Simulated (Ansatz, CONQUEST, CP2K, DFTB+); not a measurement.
# Running H-capped Ge nanowire along [112] (40 atoms) with DFTB+

Aim: run H-capped Ge nanowire along [112] (40 atoms) in DFTB+ and see how near its forces come to a plane-wave reference, and at what cost.

Method: the method is named at each step, in DFTB+ 25.1.

**1. The starting structure**

The cell holds 40 atoms: 16 Ge and 24 H. Cell: a = 16.499 Å, b = 19.143 Å, c = 13.859 Å, α = 90.0°, β = 90.0°, γ = 90.0°. It derives from Ge (diamond-structure). Diamond section of size parameter 3.53 Å cut from diamond-structure Ge (a = 5.658 Å) along [112], 2 periods, broken bonds capped with H, 12 Å of vacuum. Then every atom was moved at random, 0.05 Å r.m.s. a Cartesian component (hydrogen 0.6 of that). Regions: wire, 16 atoms (16 Ge); hydrogen, 24 atoms (24 H). Vacuum lies along a and b. The structure's axis is c.

Coordinates:

```cif
data_structure
_symmetry_space_group_name_H-M 'P 1'
_symmetry_Int_Tables_number 1
_cell_length_a 16.4989
_cell_length_b 19.1433
_cell_length_c 13.8592
_cell_angle_alpha 90.000
_cell_angle_beta 90.000
_cell_angle_gamma 90.000
_cell_volume 4377.34
loop_
_atom_site_label
_atom_site_type_symbol
_atom_site_fract_x
_atom_site_fract_y
_atom_site_fract_z
_atom_site_occupancy
Ge1 Ge 0.43856 0.39162 0.00254 1
Ge2 Ge 0.43462 0.43313 0.16315 1
Ge3 Ge 0.43623 0.56730 0.16952 1
Ge4 Ge 0.43831 0.60415 0.33158 1
Ge5 Ge 0.55802 0.39021 0.24609 1
Ge6 Ge 0.56298 0.43620 0.41806 1
Ge7 Ge 0.56098 0.56203 0.41328 1
Ge8 Ge 0.56230 0.60780 0.08376 1
Ge9 Ge 0.44381 0.39484 0.49716 1
Ge10 Ge 0.44301 0.43577 0.66510 1
Ge11 Ge 0.43859 0.56431 0.66595 1
Ge12 Ge 0.43948 0.61113 0.82924 1
Ge13 Ge 0.56023 0.39290 0.75232 1
Ge14 Ge 0.56212 0.43749 0.91280 1
Ge15 Ge 0.55901 0.56255 0.91444 1
Ge16 Ge 0.56163 0.60873 0.58385 1
H17 H 0.36082 0.41875 0.94927 1
H18 H 0.44163 0.31373 0.00267 1
H19 H 0.36371 0.41033 0.22457 1
H20 H 0.36982 0.59108 0.11332 1
H21 H 0.36274 0.57984 0.38374 1
H22 H 0.43754 0.68639 0.33628 1
H23 H 0.56059 0.31353 0.25672 1
H24 H 0.63179 0.42027 0.19981 1
H25 H 0.63480 0.40872 0.46589 1
H26 H 0.63414 0.58983 0.36512 1
H27 H 0.63807 0.57964 0.13782 1
H28 H 0.56145 0.68008 0.08577 1
H29 H 0.43957 0.31234 0.49751 1
H30 H 0.36354 0.42763 0.44720 1
H31 H 0.36141 0.41100 0.72060 1
H32 H 0.36462 0.59336 0.61657 1
H33 H 0.44277 0.68854 0.83481 1
H34 H 0.36430 0.57984 0.88565 1
H35 H 0.63943 0.42067 0.70226 1
H36 H 0.56186 0.31572 0.74972 1
H37 H 0.63604 0.41048 0.96625 1
H38 H 0.63780 0.59306 0.86567 1
H39 H 0.56064 0.68527 0.57729 1
H40 H 0.63697 0.58102 0.63777 1
```

The yardstick, on the same geometry:

```
method                                           : Kohn-Sham DFT, PBE, PAW, plane waves (Ansatz 0.2.0); cutoff 420 eV, Γ point, fermi-dirac smearing of 0.05 eV; PAW set soft_2
r.m.s. force component                           : 0.8855 eV/Å
longest force                                    : 3.978 eV/Å
gap (highest filled to lowest empty level) : 3.755 eV
SCF cycles                                       : 8
time                                             : 11 s on 4 threads of Intel Xeon 6975P-C (Granite Rapids), shared host
CPU time                                         : 39 s
```

**2. GFN1-xTB**

Method: GFN1-xTB tight binding, diagonalisation.

Input file dftb_in.hsd:

```
Geometry = GenFormat {
  <<< geo.gen
}
Driver = {}
Hamiltonian = xTB {
  Method = "GFN1-xTB"
  SccTolerance = 1e-06
  MaxSccIterations = 300
  Mixer = Broyden { MixingParameter = 0.2 }
  Filling = Fermi { Temperature [K] = 580 }
  KPointsAndWeights = { 0.0 0.0 0.0 1.0 }
}
Analysis {
  PrintForces = Yes
  MullikenAnalysis = Yes
}
ParserOptions { ParserVersion = 14 }
```

Input file geo.gen:

```
40 F
Ge H
1 1 0.43856 0.39162 0.00254
2 1 0.43462 0.43313 0.16315
3 1 0.43623 0.56730 0.16952
4 1 0.43831 0.60415 0.33158
5 1 0.55802 0.39021 0.24609
6 1 0.56298 0.43620 0.41806
7 1 0.56098 0.56203 0.41328
8 1 0.56230 0.60780 0.08376
9 1 0.44381 0.39484 0.49716
10 1 0.44301 0.43577 0.66510
11 1 0.43859 0.56431 0.66595
12 1 0.43948 0.61113 0.82924
13 1 0.56023 0.39290 0.75232
14 1 0.56212 0.43749 0.91280
15 1 0.55901 0.56255 0.91444
16 1 0.56163 0.60873 0.58385
17 2 0.36082 0.41875 0.94927
18 2 0.44163 0.31373 0.00267
19 2 0.36371 0.41033 0.22457
20 2 0.36982 0.59108 0.11332
21 2 0.36274 0.57984 0.38374
22 2 0.43754 0.68639 0.33628
23 2 0.56059 0.31353 0.25672
24 2 0.63179 0.42027 0.19981
25 2 0.63480 0.40872 0.46589
26 2 0.63414 0.58983 0.36512
27 2 0.63807 0.57964 0.13782
28 2 0.56145 0.68008 0.08577
29 2 0.43957 0.31234 0.49751
30 2 0.36354 0.42763 0.44720
31 2 0.36141 0.41100 0.72060
32 2 0.36462 0.59336 0.61657
33 2 0.44277 0.68854 0.83481
34 2 0.36430 0.57984 0.88565
35 2 0.63943 0.42067 0.70226
36 2 0.56186 0.31572 0.74972
37 2 0.63604 0.41048 0.96625
38 2 0.63780 0.59306 0.86567
39 2 0.56064 0.68527 0.57729
40 2 0.63697 0.58102 0.63777
0.0 0.0 0.0
16.49888 0.00000 0.00000
0.00000 19.14331 0.00000
0.00000 0.00000 13.85921
```

Run with:

```bash
OMP_NUM_THREADS=1 dftb+ > output.txt
```

The log of the run:

```text
Reading input file 'dftb_in.hsd'
Parser version: 14
--------------------------------------------------------------------------------
Processed input in HSD format written to 'dftb_pin.hsd'
Starting initialization...
--------------------------------------------------------------------------------
WARNING!
-> Dipole printed for extended system : value printed is not well defined
Mode:                        Static calculation
Self consistent charges:     Yes
SCC-tolerance:                 0.100000E-05
Max. scc iterations:                    300
Shell resolved Hubbard:      Yes
Spin polarisation:           No
Nr. of up electrons:            44.000000
Nr. of down electrons:          44.000000
Periodic boundaries:         Yes
Electronic solver:           Relatively robust
Mixer:                       Broyden mixer
Mixing parameter:                  0.200000
Nr. of chrg. vec. in memory:            300
Max. SCC-cycles:                        300
tblite library version:      0.3.0
-> parametrization:          GFN1-xTB
-> repulsion:                Yes
-> dispersion:               Yes
-> halogen bonding:          Yes
-> electrostatics:           Yes
   -> isotropic:             Yes
   -> anisotropic:           No
   -> third-order:           Yes
Electronic temperature:              0.183675E-02 H      0.499806E-01 eV
Initial charges:             Set automatically (system chrg:   0.000E+00)
Included shells:            Ge:  s, p, d
                             H:  s, s2
K-points and weights:           1:  0.000000  0.000000  0.000000     1.000000
K-points in absolute space:     1:  0.000000  0.000000  0.000000
Extra options:
                             Mulliken analysis
                             Force calculation
Force type                   original
--------------------------------------------------------------------------------
***  Geometry step: 0
 iSCC Total electronic   Diff electronic      SCC error
    1   -0.38933921E+02    0.00000000E+00    0.72844304E+00
    2   -0.39897359E+02   -0.38933921E+02    0.43468299E+00
    3   -0.40014388E+02   -0.96343812E+00    0.26331741E+00
    4   -0.39983362E+02   -0.11702882E+00    0.24519782E+00
    5   -0.40028414E+02    0.31026513E-01    0.35132437E-01
    6   -0.40029513E+02   -0.45052813E-01    0.31126883E-01
    7   -0.40030911E+02   -0.10982541E-02    0.21943140E-01
    8   -0.40031073E+02   -0.13983304E-02    0.88356201E-02
    9   -0.40031120E+02   -0.16233257E-03    0.21283950E-02
   10   -0.40031123E+02   -0.47044410E-04    0.88431050E-03
   11   -0.40031124E+02   -0.29033827E-05    0.52131194E-03
   12   -0.40031124E+02   -0.80619753E-06    0.21273149E-03
   13   -0.40031124E+02   -0.60005860E-07    0.11149717E-03
   14   -0.40031124E+02   -0.15734543E-07    0.54394282E-04
   15   -0.40031124E+02   -0.85072642E-08    0.37387462E-04
   16   -0.40031124E+02   -0.96347463E-09    0.15325397E-04
   17   -0.40031124E+02   -0.59632299E-09    0.97180217E-05
   18   -0.40031124E+02   -0.20420998E-10    0.35054490E-05
   19   -0.40031124E+02   -0.14509283E-10    0.20566754E-05
>> Charges saved for restart in charges.bin
   20   -0.40031124E+02   -0.40785153E-11    0.90907875E-06
Total Energy:                      -39.8325108512 H        -1083.8978 eV
Extrapolated to 0K:                -39.8325108512 H        -1083.8978 eV
Total Mermin free energy:          -39.8325108512 H        -1083.8978 eV
Force related energy:              -39.8325108512 H        -1083.8978 eV
Volume:                              0.295397E+05 au^3   0.437734E+04 A^3
Pressure:                           -0.986042E-05 au    -0.290104E+09 Pa
```

detailed.out:

```text
Fermi distribution function
Calculation with static geometry
********************************************************************************
 iSCC Total electronic   Diff electronic      SCC error
   20   -0.40031124E+02   -0.40785153E-11    0.90907875E-06
********************************************************************************
 Total charge:    -0.00000000
 Atomic gross charges (e)
 Atom           Charge
    1       0.04934153
    2      -0.02812629
    3      -0.05984703
    4       0.05497113
    5       0.01283329
    6      -0.05500851
    7      -0.04247452
    8       0.01470467
    9       0.07350964
   10       0.00035280
   11      -0.03532283
   12       0.05123900
[...]
36       0.00084951
   37       0.00105238
   38      -0.00698745
   39       0.00425206
   40      -0.01044889
Fermi level:                        -0.3670816075 H           -9.9888 eV
Band energy:                       -47.0924387300 H        -1281.4505 eV
TS:                                  0.0000000000 H            0.0000 eV
Band free energy (E-TS):           -47.0924387300 H        -1281.4505 eV
Extrapolated E(0K):                -47.0924387300 H        -1281.4505 eV
Input / Output electrons (q):     88.0000000000     88.0000000000
Energy H0:                         -40.1874394968 H        -1093.5559 eV
Energy SCC:                          0.1563153747 H            4.2536 eV
Total Electronic energy:           -40.0311241221 H        -1089.3023 eV
Repulsive energy:                    0.2440602203 H            6.6412 eV
Halogen correction energy:           0.0000000000 H            0.0000 eV
Total energy:                      -39.8325108512 H        -1083.8978 eV
Extrapolated to 0:                 -39.8325108512 H        -1083.8978 eV
Total Mermin free energy:          -39.8325108512 H        -1083.8978 eV
Force related energy:              -39.8325108512 H        -1083.8978 eV
Non-constrained calculation
SCC converged
Total Forces
    1      0.007184457078      0.017291162331     -0.012870912760
    2      0.016027663262      0.014132714943      0.008118638833
    3      0.045272171545     -0.025392702309      0.006245219362
    4      0.009738773564      0.011309913903      0.006676673875
    5     -0.020112224702      0.022972850020      0.019623059151
    6     -0.020052585451      0.000338036509     -0.031675710239
    7     -0.017972424095      0.004823717771      0.022982835144
    8     -0.012006624932     -0.069704258716     -0.005032717082
    9     -0.010725212687     -0.000394421766      0.007243373198
   10     -0.010504906417     -0.003210437392     -0.000862466861
   11      0.016644189378      0.002698618603      0.006814028545
[...]
36      0.003068654467     -0.007442795727     -0.002076030131
   37     -0.000449446780      0.000751817786      0.000371758870
   38     -0.009983043552     -0.005559794048      0.004013208101
   39      0.004543674593      0.011536079652      0.003579398338
   40     -0.007293940921      0.007996469006     -0.004056502354
Total stress tensor
     -0.000016077053     -0.000000835775      0.000001730758
     -0.000000835775     -0.000003266811      0.000002230131
      0.000001730758      0.000002230131     -0.000010237400
Total lattice derivs
      0.015232094535      0.000791849377     -0.001639794481
      0.000682464414      0.002667562924     -0.001821046543
     -0.001952115046     -0.002515356827      0.011546725493
Maximal derivative component:        0.697043E-01 au
Volume:                              0.295397E+05 au^3
Pressure:                           -0.986042E-05 au    -0.290104E+09 Pa
Warning: dipole moment is not defined absolutely!
Dipole moment:    0.17509548   -0.00647673   -0.53854237 au
Dipole moment:    0.44504835   -0.01646221   -1.36883828 Debye
```

The job ended after 0.91 s (1 thread of Intel Xeon 6975P-C (Granite Rapids), shared host; peak memory 0.22 GiB).

Banners, paths, timers and routine set-up lines are dropped from the logs unmarked, and long logs keep their key lines alone; longer cuts are marked.

Compared with the plane-wave run:

* r.m.s. force component: 0.7269 eV/Å
* r.m.s. difference of force components: 323.2 meV/Å
* longest difference of force vectors: 878.4 meV/Å
* force difference over r.m.s. force: 36.5 %
* slope of forces against the reference's: 0.7703
* correlation of force components: 0.9384
* gap (highest filled to lowest empty level): 2.769 eV
* gap difference: -0.9864 eV

Length of the force difference by element (eV/Å):

```csv
element,atoms,mean,most
Ge,16,0.40,0.60
H,24,0.60,0.88
```

Levels nearest the highest filled one (eV from it): -1.18, -1.02, -0.97, -0.90, -0.67, -0.62, -0.58, -0.51, -0.42, -0.39, -0.33, 0.00, 2.77, 2.83, 2.97, 3.32, 3.47, 3.48, 3.60, 4.08, 4.16, 4.35, 4.41, 4.53.

The surroundings of Ge9, whose charge lies farthest from its element's mean, nearest first, numbered as they follow in the input and with coordinates relative to it.

```csv
atom,x,y,z,distance (Å),bonds,Mulliken charge (e),Fx,Fy,Fz (eV/Å)
Ge9,0.00,0.00,0.00,0.00,4,0.07,-0.55,-0.02,0.37
H29,-0.07,-1.58,0.00,1.58,1,-0.01,-0.17,0.89,-0.16
H30,-1.32,0.63,-0.69,1.62,1,-0.02,0.91,-0.68,0.38
Ge6,1.97,0.79,-1.10,2.39,4,-0.06,-1.03,0.02,-1.63
Ge10,-0.01,0.78,2.33,2.46,4,0.00,-0.54,-0.17,-0.04
H25,3.15,0.27,-0.43,3.19,1,0.01,0.73,-0.30,0.49
H31,-1.36,0.31,3.10,3.40,1,-0.01,0.86,0.23,-0.42
Ge7,1.93,3.20,-1.16,3.92,4,-0.04,-0.92,0.25,1.18
Ge5,1.88,-0.09,-3.48,3.96,4,0.01,-1.03,1.18,1.01
Ge11,-0.09,3.24,2.34,4.00,4,-0.04,0.86,0.14,0.35
H19,-1.32,0.30,-3.78,4.01,1,0.00,-0.07,-0.12,-0.05
Ge13,1.92,-0.04,3.54,4.02,4,0.05,0.09,0.92,-0.21
H21,-1.34,3.54,-1.57,4.10,1,-0.01,0.13,0.17,0.03
H23,1.93,-1.56,-3.33,4.15,1,0.01,0.25,-0.43,-0.24
```

Forces lie 36 % from the reference's, at 0.023 times its CPU time (on 1 against 4 cores).

**3. GFN2-xTB**

Method: GFN2-xTB tight binding, diagonalisation.

Changes to dftb_in.hsd since step 2:

```diff
@@ -5,3 +5,3 @@
 Hamiltonian = xTB {
-  Method = "GFN1-xTB"
+  Method = "GFN2-xTB"
   SccTolerance = 1e-06
```

geo.gen is that of step 2.

Run with:

```bash
OMP_NUM_THREADS=1 dftb+ > output.txt
```

The log of the run:

```text
Reading input file 'dftb_in.hsd'
Parser version: 14
--------------------------------------------------------------------------------
Processed input in HSD format written to 'dftb_pin.hsd'
Starting initialization...
[... lines left out ...]
WARNING!
[... lines left out ...]
 iSCC Total electronic   Diff electronic      SCC error
[... lines left out ...]
>> Charges saved for restart in charges.bin
[...]
34   -0.43347572E+02   -0.30308236E-07    0.11076429E-05
>> Charges saved for restart in charges.bin
   35   -0.43347572E+02   -0.13268412E-07    0.62870330E-06
Total Energy:                      -43.2374931978 H        -1176.5521 eV
Extrapolated to 0K:                -43.2374931978 H        -1176.5521 eV
Total Mermin free energy:          -43.2374931978 H        -1176.5521 eV
Force related energy:              -43.2374931978 H        -1176.5521 eV
Volume:                              0.295397E+05 au^3   0.437734E+04 A^3
Pressure:                           -0.135375E-05 au    -0.398287E+08 Pa
```

detailed.out:

```text
Fermi distribution function
Calculation with static geometry
********************************************************************************
 iSCC Total electronic   Diff electronic      SCC error
   35   -0.43347572E+02   -0.13268412E-07    0.62870330E-06
[... lines left out ...]
Fermi level:                        -0.2776715349 H           -7.5558 eV
[... lines left out ...]
Band free energy (E-TS):           -42.2773908315 H        -1150.4263 eV
[... lines left out ...]
Total energy:                      -43.2374931978 H        -1176.5521 eV
[... lines left out ...]
Total Mermin free energy:          -43.2374931978 H        -1176.5521 eV
[... lines left out ...]
SCC converged
Total Forces
[... lines left out ...]
     -0.000006104276     -0.000000976050      0.000001767342
     -0.000000976050      0.000003803601      0.000002392807
      0.000001767342      0.000002392807     -0.000001760580
Total lattice derivs
      0.005783454743      0.000924751543     -0.001674456225
      0.000797007661     -0.003105886404     -0.001953882115
     -0.001993378577     -0.002698838608      0.001985752204
Maximal derivative component:        0.701278E-01 au
Volume:                              0.295397E+05 au^3
Pressure:                           -0.135375E-05 au    -0.398287E+08 Pa
Warning: dipole moment is not defined absolutely!
Dipole moment:    0.06486985   -0.08734881   -2.59384855 au
Dipole moment:    0.16488274   -0.22201855   -6.59290593 Debye
```

It took 0.59 s on 1 thread; peak memory 0.22 GiB.

Against the reference:

- r.m.s. force component: 0.7539 eV/Å
- r.m.s. difference of force components: 254.2 meV/Å
- longest difference of force vectors: 792 meV/Å
- force difference over r.m.s. force: 28.71 %
- slope of forces against the reference's: 0.8212
- correlation of force components: 0.9646
- gap (highest filled to lowest empty level): 3.807 eV
- gap difference: 0.0521 eV

Against the first run (36 %), the force difference from the reference is 29 %, at 0.66 times the CPU time (35 SCF steps against 20).

**4. Side by side**

Differences are against the plane-wave reference, forces as r.m.s. over components; share is that over the reference's r.m.s. force, slope the least-squares factor from reference forces to these. Total energies of different programs have different zeros and aren't compared.

```csv
run,"Δ force, r.m.s. (meV/Å)",share (%),slope,Δ gap (eV),cores,CPU time,memory (GiB)
reference,-,-,-,-,4,39 s,2.9
DFTB+ GFN1-xTB,323,36.5,0.770,-0.986,1,0.9 s,0.22
DFTB+ GFN2-xTB,254,28.7,0.821,0.0521,1,0.59 s,0.22
```

CPU time is summed over cores on a shared host, where runs went side by side, so it is rough. Symmetry, cutoffs, thresholds, outputs and thread counts weren't matched or tuned between programs; memory under MPI is the largest rank's times the ranks.

Mean charges by element (e), by run and scheme:

```csv
run,scheme,Ge,H
reference,Löwdin,+0.12,-0.03
DFTB+ GFN1-xTB,Mulliken,0.00,0.00
DFTB+ GFN2-xTB,Mulliken,+0.07,-0.04
```

The reference's Löwdin charges lack the electrons that the projection spills, 0.032 e an atom on average.

A second geometry, displaced anew (every atom was moved at random, 0.06 Å r.m.s. a Cartesian component (hydrogen 0.6 of that)), gives an energy difference that all programs can be tested on. The reference puts it at 18.53 meV/atom.

```csv
run,energy less the first geometry's (meV/atom),error (meV/atom),force share at the second geometry (%)
DFTB+ GFN1-xTB,21.07,2.55,28.1
DFTB+ GFN2-xTB,20.64,2.12,22.3
```

**5. What came out**

```
nearest in forces : DFTB+ GFN2-xTB, 29 %
its CPU time      : 0.59 s
```

**Reading.** Tight binding differs by 29 % (DFTB+ GFN2-xTB) to 36 % (DFTB+ GFN1-xTB); it is another model, with fitted parameters of its own, and the xTB methods hold dispersion. Of the electronic-structure runs that take under half the reference's CPU time, DFTB+ GFN2-xTB comes nearest, at 29 % in 0.59 s against 39 s. Charges hang on model, scheme and program or settings: among these rows the mean for Ge runs from +0.00 to +0.12 e. The energy difference between the two geometries, 18.5 meV/atom in the reference, is met best by DFTB+ GFN2-xTB (+2.12) and worst by DFTB+ GFN1-xTB (+2.55). Periodic xTB results under one method name differ between programs and library versions (DFTB+ here holds tblite 0.3). The electronic-structure runs sample only Γ, in a cell whose periodic width is 14 Å.

[Also dropped from logs without a mark: logging warnings of Python, and SIESTA's first energy breakdown and zero terms.]

[Logs are printed without paths, hosts, clocks, repeated set-up lines and the standing remarks that a program may print on its own settings, such as how far it seeks lower states.]

[Hosts, paths, dates, database ids (printed as entryN), source tags and the programs' standing remarks are cut or masked in the printed files.]
